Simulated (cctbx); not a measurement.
**Lattice, Laue class and space group of a new crystal**

Cell: a = 6.5190 Å, b = 6.5190 Å, c = 6.1910 Å, α = 90.00°, β = 90.00°, γ = 90.00°. Expected content of the cell: Ba2 Zn4 Cu4 O8.

Simulated single-crystal data (cctbx): Ag Kα, λ = 0.56087 Å, to d = 0.8 Å, 80 % of the full sphere, strongest reflection 70000 counts, noise from counting, a 6 % proportional error and a noise floor of 15 counts (s.d.); no absorption.

A first pass over the reflections prints:

```text
1718 reflections to d = 0.802 A
centring   violations  <I/sigma> of those
    A        331 of   875      5.9
    B        332 of   865      6.0
    C        105 of   896      1.4
    I        359 of   842      6.9
    R        512 of  1136      6.9
    F        384 of  1318      4.4
Laue class    unique    Rint  (classes that these axes allow; Friedel mates merged)
P -1             1033   0.036
P 1 2/m 1         591   0.042
P 1 1 2/m         591   0.043
P 2/m 1 1         588   0.043
P m m m           351   0.047
P 4/m             302   0.046
P 4/m m m         196   0.048
space group    extra absences  I>4sigma  <I/sigma>
P 4 2 2                 0          0         -  acentric
P 4 21 2               15          0      -0.1  acentric
P 4 m m                 0          0         -  acentric
P 4 b m               168          0       0.0  acentric
P -4 2 m                0          0         -  acentric
P -4 21 m              15          0      -0.1  acentric
P -4 m 2                0          0         -  acentric
P -4 b 2              168          0       0.0  acentric
P 4/m m m               0          0         -  centric
P 4/n b m :1          246          0       0.1  centric
P 4/n b m :2          246          0       0.1  centric
P 4/m b m             168          0       0.0  centric
P 4/n m m :1           93          0       0.3  centric
P 4/n m m :2           93          0       0.3  centric
Wilson B = 0.63 A^2   <|E^2-1|> = 1.063 (0.968 centric, 0.736 acentric)   E^2>4: 4.0 %
shell (A)         n   <I/sigma>
 6.52 - 1.60     31     18.1
 1.60 - 1.27     28     20.1
 1.27 - 1.11     22     16.7
 1.11 - 1.01     25     21.5
 1.01 - 0.94     21     19.4
 0.94 - 0.88     26     18.8
 0.88 - 0.84     21     24.0
 0.84 - 0.80     22     17.3
```

**Question.** What are the lattice type, the Laue class and the likely space group?

Every centring test has many violations, so the lattice is primitive.

Rint stays low (0.036 to 0.048) up to P 4/m m m, the highest class in these axes.

14 settings pass the absence test. The most absences obeyed, 246, belong to P 4/n b m alone.

⟨|E²−1|⟩ = 1.063 leans to a centrosymmetric structure. The Wilson B of 0.63 Å² means U ≈ 0.0080 Å².

The true group is P4/nbm (no. 125, origin choice 1), Laue class 4/mmm, centrosymmetric. The tables fix it.

The model was made for the exercise: a known structure type with other elements put in, its volume estimated, not relaxed; displacement parameters are assumed.

[Logs are printed without paths, hosts, clocks, repeated set-up lines and the standing remarks that a program may print on its own settings, such as how far it seeks lower states.]
